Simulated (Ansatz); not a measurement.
# Quasiparticle gap of H4C2SeSO2 (Pc)

How far does one-shot GW move the PBE gap of H4C2SeSO2 (Pc)?

Main program and level: Ansatz 0.2.0; PBE, then G0W0 on it, plane waves, PAW.

Report form: the programs' logs are mostly left out.

## 1. Set-up

It takes space group Pc (No. 7, monoclinic). Conventional cell: a = 5.620 Å, b = 5.429 Å, c = 8.799 Å, α = 90.00°, β = 117.82°, γ = 90.00°. Nearest to H lie 1 C at 0.99 Å. H has 1 C at 0.99 Å nearest. Nearest to C lie 2 H at 0.99 Å and 1 S at 1.79 Å and 1 Se at 1.96 Å. Nearest to C lie 2 H at 0.99 Å and 1 S at 1.78 Å and 1 Se at 1.98 Å. Farther neighbours and most contacts between anions are not listed.

The start is a cell from the Crystallography Open Database.

## 2. Relaxing the structure

The structure is relaxed first.

This step: DFT, PBE, plane waves, PAW; PAW set soft_1.

Input file input.yaml:

```yaml
crystal:
  lattice:
    - [5.6201, 0.0, 0.0]
    - [0.0, 5.429, 0.0]
    - [-4.1064155037, 0.0, 7.782155437]
  atoms:
    - { symbol: H, position: [0.9827, 0.7344, 0.4537] }
    - { symbol: H, position: [0.9827, 0.2656, 0.9537] }
    - { symbol: H, position: [0.945, 0.5099, 0.3216] }
    - { symbol: H, position: [0.945, 0.4901, 0.8216] }
    - { symbol: H, position: [0.3382, 0.9266, 0.0142] }
    - { symbol: H, position: [0.3382, 0.0734, 0.5142] }
    - { symbol: H, position: [0.4555, 0.0969, 0.1863] }
    - { symbol: H, position: [0.4555, 0.9031, 0.6863] }
    - { symbol: C, position: [0.8704, 0.6677, 0.3369] }
    - { symbol: C, position: [0.8704, 0.3323, 0.8369] }
    - { symbol: C, position: [0.4752, 0.9396, 0.1363] }
    - { symbol: C, position: [0.4752, 0.0604, 0.6363] }
    - { symbol: Se, position: [0.48675, 0.64835, 0.27437] }
    - { symbol: Se, position: [0.48675, 0.35165, 0.77437] }
    - { symbol: S, position: [0.808, 0.8858, 0.1702] }
    - { symbol: S, position: [0.808, 0.1142, 0.6702] }
    - { symbol: O, position: [0.9789, 0.0991, 0.2318] }
    - { symbol: O, position: [0.9789, 0.9009, 0.7318] }
    - { symbol: O, position: [0.8019, 0.7622, 0.0238] }
    - { symbol: O, position: [0.8019, 0.2378, 0.5238] }
kpoints:
  mp_grid: { grid: [4, 4, 4] }
hamiltonian:
  xc: pbe
  pseudopotentials: { kind: paw, azcp: { folder: soft_1 } }
scf:
  occupations: { method: fermi_dirac, width: 0.02 }
relax:
  f_tol: 0.02
  max_steps: 60
```

Run with:

```bash
ansatz run input.yaml --threads 2 --pin off --max-ram 92160MiB --backend cuda --events-out ev --progress --plain --runs-dir out --devices 1 --max-vram 13GiB
```

Elapsed: 18 s, on 1 × NVIDIA H100 80GB HBM3 (shared by 6 runs) with 2 threads of AMD EPYC 7R13 (Zen 3), shared host; peak memory 1 GiB; 28 s of CPU time.

Step by step:

| step | energy less that of the first step (eV) | largest force component (eV/Å) |
| --- | --- | --- |
| 1 | 0.0000 | 4.4389 |
| 2 | -1.6571 | 1.0626 |
| 3 | -1.8088 | 0.2438 |
| 4 | -1.8148 | 0.0472 |
| 5 | -1.8153 | 0.0389 |
| 6 | -1.8151 | 0.0528 |
| 7 | -1.8156 | 0.0044 |

Relaxation step 6 was tried and not accepted.

Forces are held to the 2 operations that the run works with; a distortion that breaks them can't arise in this run.

The atoms that moved most (Å):

| atom | dx | dy | dz | length |
| --- | --- | --- | --- | --- |
| H1 | -0.008 | 0.070 | 0.096 | 0.119 |
| H2 | -0.008 | -0.070 | 0.096 | 0.119 |
| H6 | -0.017 | 0.006 | -0.117 | 0.118 |
| H5 | -0.017 | -0.006 | -0.117 | 0.118 |
| H7 | -0.019 | 0.089 | 0.061 | 0.110 |
| H8 | -0.019 | -0.089 | 0.061 | 0.110 |
| H4 | 0.054 | 0.081 | -0.021 | 0.100 |
| H3 | 0.054 | -0.081 | -0.021 | 0.100 |

The relaxed structure:

```cif
data_structure
_symmetry_space_group_name_H-M 'P 1'
_symmetry_Int_Tables_number 1
_cell_length_a 5.6201
_cell_length_b 5.4290
_cell_length_c 8.7991
_cell_angle_alpha 90.000
_cell_angle_beta 117.819
_cell_angle_gamma 90.000
_cell_volume 237.45
loop_
_atom_site_label
_atom_site_type_symbol
_atom_site_fract_x
_atom_site_fract_y
_atom_site_fract_z
_atom_site_occupancy
H1 H 0.99033 0.74736 0.46604 1
H2 H 0.99033 0.25264 0.96604 1
H3 H 0.95267 0.49499 0.31886 1
H4 H 0.95267 0.50501 0.81886 1
H5 H 0.32426 0.92543 0.99916 1
H6 H 0.32426 0.07457 0.49916 1
H7 H 0.45788 0.11332 0.19413 1
H8 H 0.45788 0.88668 0.69413 1
C9 C 0.87196 0.66860 0.33806 1
C10 C 0.87196 0.33140 0.83806 1
C11 C 0.47136 0.94010 0.13493 1
C12 C 0.47136 0.05990 0.63493 1
Se13 Se 0.48477 0.64688 0.27412 1
Se14 Se 0.48477 0.35312 0.77412 1
S15 S 0.80801 0.88712 0.16984 1
S16 S 0.80801 0.11288 0.66984 1
O17 O 0.97948 0.10493 0.23223 1
O18 O 0.97948 0.89507 0.73223 1
O19 O 0.80183 0.75990 0.02179 1
O20 O 0.80183 0.24010 0.52179 1
```

## 3. Bands along the symmetry lines

Levels along a band path and on the mesh show where this functional puts the band edges.

Input file input.yaml:

```yaml
crystal:
  lattice:
    - [5.6201, 0.0, 0.0]
    - [0.0, 5.429, 0.0]
    - [-4.1064155037, 0.0, 7.782155437]
  atoms:
    - { symbol: H, position: [0.9903275064, 0.7473635647, 0.4660418871] }
    - { symbol: H, position: [0.9903275064, 0.2526364353, 0.9660418871] }
    - { symbol: H, position: [0.9526666536, 0.4949916995, 0.3188623577] }
    - { symbol: H, position: [0.9526666536, 0.5050083005, 0.8188623577] }
    - { symbol: H, position: [0.3242621606, 0.9254302466, -0.0008390993] }
    - { symbol: H, position: [0.3242621606, 0.0745697534, 0.4991609007] }
    - { symbol: H, position: [0.4578783155, 0.1133202744, 0.1941292844] }
    - { symbol: H, position: [0.4578783155, 0.8866797256, 0.6941292844] }
    - { symbol: C, position: [0.8719629278, 0.6686019466, 0.3380623345] }
    - { symbol: C, position: [0.8719629278, 0.3313980534, 0.8380623345] }
    - { symbol: C, position: [0.4713629967, 0.9401030733, 0.1349322238] }
    - { symbol: C, position: [0.4713629967, 0.0598969267, 0.6349322238] }
    - { symbol: Se, position: [0.4847737869, 0.6468803937, 0.274117174] }
    - { symbol: Se, position: [0.4847737869, 0.3531196063, 0.774117174] }
    - { symbol: S, position: [0.8080090367, 0.8871242417, 0.1698405285] }
    - { symbol: S, position: [0.8080090367, 0.1128757583, 0.6698405285] }
    - { symbol: O, position: [0.9794800703, 0.1049310127, 0.2322299963] }
    - { symbol: O, position: [0.9794800703, 0.8950689873, 0.7322299963] }
    - { symbol: O, position: [0.8018265455, 0.7599013105, 0.0217933131] }
    - { symbol: O, position: [0.8018265455, 0.2400986895, 0.5217933131] }
kpoints:
  mp_grid: { grid: [6, 4, 4] }
  band_path:
    path:
      - [0.0, 0.0, 0.0]
      - [0.0, 0.5, 0.0]
      - [0.0, 0.5, 0.5]
      - [0.0, 0.0, 0.5]
      - [0.0, 0.0, 0.0]
      - [-0.5, 0.0, 0.5]
      - [-0.5, 0.5, 0.5]
      - [0.0, 0.5, 0.0]
      - [-0.5, 0.5, 0.0]
      - [-0.5, 0.0, 0.0]
      - [0.0, 0.0, 0.0]
    npoints: 10
hamiltonian:
  xc: pbe
  pseudopotentials: { kind: paw, azcp: { folder: soft_1 } }
scf:
  occupations: { method: fermi_dirac, width: 0.02 }
  n_extra_bands: 10
output:
  eigenvalues: true
  forces: true
  stress: true
  write_density: true
  write_potential: true
  elf: true
  volumetric_format: npy
```

Run time: 12 s. Hardware: 1 × NVIDIA H100 80GB HBM3 (shared by 6 runs) with 2 threads; peak memory 1.2 GiB.

Numbers from this step:

```yaml
pressure: 1.513 GPa
filled_bands: 46
gap: 2.989 eV
valence_top_at: C_2
conduction_bottom_at: Y_2
least_direct_gap: 3.203 eV
```

Over mesh and path the gap is 2.989 eV, from k = (-0.500, 0.500, 0.000) to k = (-0.500, 0.000, 0.000). The least direct gap found is 3.203 eV, at k = (-0.500, 0.450, 0.000).

The electronic bands at the labelled points (eV, zero at the top of the highest nominally filled band):

| point | band 43 | band 44 | band 45 | band 46 | band 47 | band 48 | band 49 | band 50 |
| --- | --- | --- | --- | --- | --- | --- | --- | --- |
| Γ | -2.02 | -1.98 | -0.61 | -0.56 | 3.68 | 3.94 | 4.49 | 4.57 |
| halfway | -2.16 | -1.95 | -0.52 | -0.30 | 3.45 | 3.87 | 4.47 | 4.64 |
| Z | -2.11 | -2.01 | -0.35 | -0.06 | 3.36 | 3.68 | 4.58 | 4.65 |
| halfway | -2.12 | -2.04 | -0.31 | -0.11 | 3.43 | 3.66 | 4.60 | 4.65 |
| D | -2.10 | -2.10 | -0.21 | -0.21 | 3.57 | 3.57 | 4.63 | 4.63 |
| halfway | -2.05 | -2.05 | -0.39 | -0.39 | 3.63 | 3.63 | 4.57 | 4.57 |
| B | -2.03 | -2.03 | -0.55 | -0.55 | 3.69 | 3.69 | 4.52 | 4.52 |
| halfway | -2.04 | -2.00 | -0.59 | -0.55 | 3.67 | 3.83 | 4.51 | 4.55 |
| Γ | -2.02 | -1.98 | -0.61 | -0.56 | 3.68 | 3.94 | 4.49 | 4.57 |
| halfway | -2.14 | -2.03 | -0.60 | -0.57 | 3.51 | 3.71 | 4.07 | 4.18 |
| A | -2.17 | -2.17 | -0.57 | -0.57 | 3.17 | 3.17 | 3.91 | 3.91 |
| halfway | -2.19 | -2.19 | -0.42 | -0.42 | 3.19 | 3.19 | 3.96 | 3.96 |
| E | -2.21 | -2.21 | -0.26 | -0.26 | 3.22 | 3.22 | 3.95 | 3.95 |
| halfway | -2.14 | -2.11 | -0.35 | -0.12 | 3.39 | 3.61 | 4.12 | 4.16 |
| Z | -2.11 | -2.01 | -0.35 | -0.06 | 3.36 | 3.68 | 4.58 | 4.65 |
| halfway | -2.17 | -2.11 | -0.39 | -0.04 | 3.43 | 3.57 | 4.07 | 4.14 |
| C2 | -2.24 | -2.17 | -0.39 | 0.00 | 3.21 | 3.24 | 3.73 | 3.95 |
| halfway | -2.30 | -2.16 | -0.58 | -0.22 | 3.08 | 3.30 | 3.72 | 4.22 |
| Y2 | -2.32 | -2.12 | -0.70 | -0.44 | 2.99 | 3.31 | 3.81 | 4.27 |
| halfway | -2.19 | -2.06 | -0.65 | -0.50 | 3.54 | 3.65 | 4.10 | 4.29 |
| Γ | -2.02 | -1.98 | -0.61 | -0.56 | 3.68 | 3.94 | 4.49 | 4.57 |

ELF in the bc plane at fractional x = 0.458, with atoms of H and C and Se within 0.2 Å of it. It is the smooth field of the valence electrons, not physical close to the nuclei.

Ten even steps from '0' (0.07 × 1e-1) to '9' (9.96 × 1e-1), each cell a mean:
```
100245300000023
003788741000000
027999873000000
037888876200000
136764577400121
446631488611687
767754799613999
647867899504999
315656888303898
446423564101456
786300110000025
675100000000003
231000001453100
000000026888510
000000157899850
000000478889861
121002687457751
588303887215653
999712898646776
999811799867864
689611588755630
565200256423554
631000011001578
520000000000367
```
Columns run along b (5.4 Å), rows up along c (8.8 Å). Atoms in or near the plane, at fractional coordinates: H at (0.11, 0.19), H at (0.89, 0.69), C at (0.94, 0.13), C at (0.06, 0.63), Se at (0.65, 0.27), Se at (0.35, 0.77).

Valence density in the bc plane at fractional x = 0.458, with atoms of H and C and Se within 0.2 Å of it. It is the smooth field of the valence electrons, not physical close to the nuclei.

Ten steps, logarithmic in the rise over the least value, from '_' (0 e/Å³) to '@' (36 e/Å³), each cell a mean:
```
______________________________
______________________________
______........________________
____..::--==--..______________
____..::**%%**::..____________
......--##@@%%--..________....
::::::::==**++::..______..--::
------::::::::..________..----
------::......__________..::--
----::..__________________..::
::::::..____________________..
......________________________
______________________________
______________________________
________________........______
______________..::----::..____
______________..==%%##==::..__
....________..::++@@@@++::....
::--::________::--****--::::::
----::..______..::::::::::----
--::..__________........::----
--..__________________..::----
::..____________________..::::
..________________________....
```
Columns run along b (5.4 Å), rows up along c (8.8 Å). Atoms in or near the plane, at fractional coordinates: H at (0.11, 0.19), H at (0.89, 0.69), C at (0.94, 0.13), C at (0.06, 0.63), Se at (0.65, 0.27), Se at (0.35, 0.77).

## 4. G0W0 on the 4×4×2 mesh

G0W0 replaces the xc potential by a self-energy built once from the orbitals of the start. Levels are corrected in the window of bands that the input names, at points of the mesh.

This step: G0W0 on PBE, plane waves, PAW; PAW set soft_1.

Changes to input.yaml since step 3:

```diff
@@ -27,17 +27,3 @@
 kpoints:
-  mp_grid: { grid: [6, 4, 4] }
-  band_path:
-    path:
-      - [0.0, 0.0, 0.0]
-      - [0.0, 0.5, 0.0]
-      - [0.0, 0.5, 0.5]
-      - [0.0, 0.0, 0.5]
-      - [0.0, 0.0, 0.0]
-      - [-0.5, 0.0, 0.5]
-      - [-0.5, 0.5, 0.5]
-      - [0.0, 0.5, 0.0]
-      - [-0.5, 0.5, 0.0]
-      - [-0.5, 0.0, 0.0]
-      - [0.0, 0.0, 0.0]
-    npoints: 10
+  mp_grid: { grid: [4, 4, 2] }
 hamiltonian:
@@ -46,11 +32,8 @@
 scf:
-  occupations: { method: fermi_dirac, width: 0.02 }
-  n_extra_bands: 10
-output:
-  eigenvalues: true
-  forces: true
-  stress: true
-  write_density: true
-  write_potential: true
-  elf: true
-  volumetric_format: npy
+  occupations: { method: fixed }
+gw:
+  n_empty_bands: 1091
+  ecut_chi: 160.0
+  qp_bands: [v4, c4]
+  qp_kpoints: band_edges
+  screening: { model: contour_deformation }
```

The job ended after 3 min (1 × NVIDIA H100 80GB HBM3 (shared by 6 runs) with 2 threads; peak memory 6.3 GiB; 4.9 min of CPU time).

This step gave:

```
bands summed                                    : 1137
RPA ε∞ on this mesh (eigenvalues)               : 2.633, 2.778, 3.005
plane waves in the screening matrix             : 1083
q-points in the mesh                            : 32
G0W0 gap over the corrected points              : 5.679 eV
k of the valence top                            : -0.5, -0.5, 0
k of the conduction bottom                      : -0.5, 0, 0
starting gap on the mesh                        : 2.989 eV
Z at the valence top                            : 0.8020
Z at the conduction bottom                      : 0.8160
least direct G0W0 gap over the corrected points : 5.954 eV
```

Over 17 of 18 irreducible mesh points the G0W0 gap is 5.679 eV, from k = (-0.500, -0.500, 0.000) to k = (-0.500, 0.000, 0.000). The PBE gap of this run on the mesh is 2.989 eV. The two states that bound the G0W0 gap lie that far apart at the start, so the correction of the gap is 5.679 − 2.989 = +2.690 eV. The start of this run differs from the step before in mesh (6×4×4 and 4×4×2).

Labels follow the order of the start: v1 is the top filled band, c1 the lowest empty one; levels that stay degenerate share a row, the window can cut a multiplet, doubted levels are not marked in this list, bands outside the window were not corrected, and the list may be a part of the corrected levels. The levels before and after the correction (eV, zero at the valence-band top of each column):

|  | conduction bottom | valence top |
| --- | --- | --- |
| Kohn-Sham | 2.99 | 0.00 |
| G0W0 | 5.68 | 0.00 |

|  | level | occupation | energy (eV) |
| --- | --- | --- | --- |
| Kohn-Sham | (-0.5 0 0) v3 | 2 | -2.120 |
| Kohn-Sham | (-0.5 0 0) v2 | 2 | -0.701 |
| Kohn-Sham | (-0.5 0 0) v1 | 2 | -0.441 |
| Kohn-Sham | (-0.5 0 0) c1 | 0 | 2.989 |
| Kohn-Sham | (-0.5 0 0) c2 | 0 | 3.308 |
| Kohn-Sham | (-0.5 0 0) c3 | 0 | 3.813 |
| Kohn-Sham | (-0.5 -0.5 0) v3 | 2 | -2.172 |
| Kohn-Sham | (-0.5 -0.5 0) v2 | 2 | -0.388 |
| Kohn-Sham | (-0.5 -0.5 0) v1 | 2 | 0.000 |
| Kohn-Sham | (-0.5 -0.5 0) c1 | 0 | 3.208 |
| Kohn-Sham | (-0.5 -0.5 0) c2 | 0 | 3.243 |
| Kohn-Sham | (-0.5 -0.5 0) c3 | 0 | 3.733 |
| G0W0 | (-0.5 0 0) v3 | 2 | -1.860 |
| G0W0 | (-0.5 0 0) v2 | 2 | -0.750 |
| G0W0 | (-0.5 0 0) v1 | 2 | -0.466 |
| G0W0 | (-0.5 0 0) c1 | 0 | 5.679 |
| G0W0 | (-0.5 0 0) c2 | 0 | 6.002 |
| G0W0 | (-0.5 0 0) c3 | 0 | 6.630 |
| G0W0 | (-0.5 -0.5 0) v3 | 2 | -1.923 |
| G0W0 | (-0.5 -0.5 0) v2 | 2 | -0.412 |
| G0W0 | (-0.5 -0.5 0) v1 | 2 | 0.000 |
| G0W0 | (-0.5 -0.5 0) c1 | 0 | 5.956 |
| G0W0 | (-0.5 -0.5 0) c2 | 0 | 5.954 |
| G0W0 | (-0.5 -0.5 0) c3 | 0 | 6.532 |

The parts of the quasiparticle energy for the two states that bound the G0W0 gap, in eV on the run's own scale (QP = start + Σx + Σc − Vxc, with Σc at the quasiparticle energy):

| edge | k | band | start | Σx | Σc | Vxc | Z | QP |
| --- | --- | --- | --- | --- | --- | --- | --- | --- |
| valence top | (-0.500, -0.500, 0.000) | 46 | 2.908 | −18.124 | 1.728 | −14.740 | 0.802 | 1.252 |
| conduction bottom | (-0.500, 0.000, 0.000) | 47 | 5.897 | −9.244 | −3.550 | −13.827 | 0.816 | 6.931 |

(Part 1 of 2 ends here.)

[Paths, hosts, dates, memory and timing lines, banners, echoed tables and standing remarks are left out of the program output.]

[Logs are printed without paths, hosts, clocks, repeated set-up lines and the standing remarks that a program may print on its own settings, such as how far it seeks lower states.]

[Runs of the session that timed out or met a known fault of the program may be left out.]

[Cells called generated may have been cut or substituted from an entry of the Crystallography Open Database or the Materials Project.]

[Hosts, paths, dates, database ids (printed as entryN), source tags and the programs' standing remarks are cut or masked in the printed files.]

[Where an RPA ε∞ is given, it is that of the G0W0 mesh and is not shown converged in it. Names of k-points follow the symmetry that the program found, which can be lower than the space group named. Band edges on a path are those of the sampled points; other points can move an edge, and change direct to indirect where valleys lie close.]

[Hybrid gaps are those of their k-mesh and are not shown converged in it.]
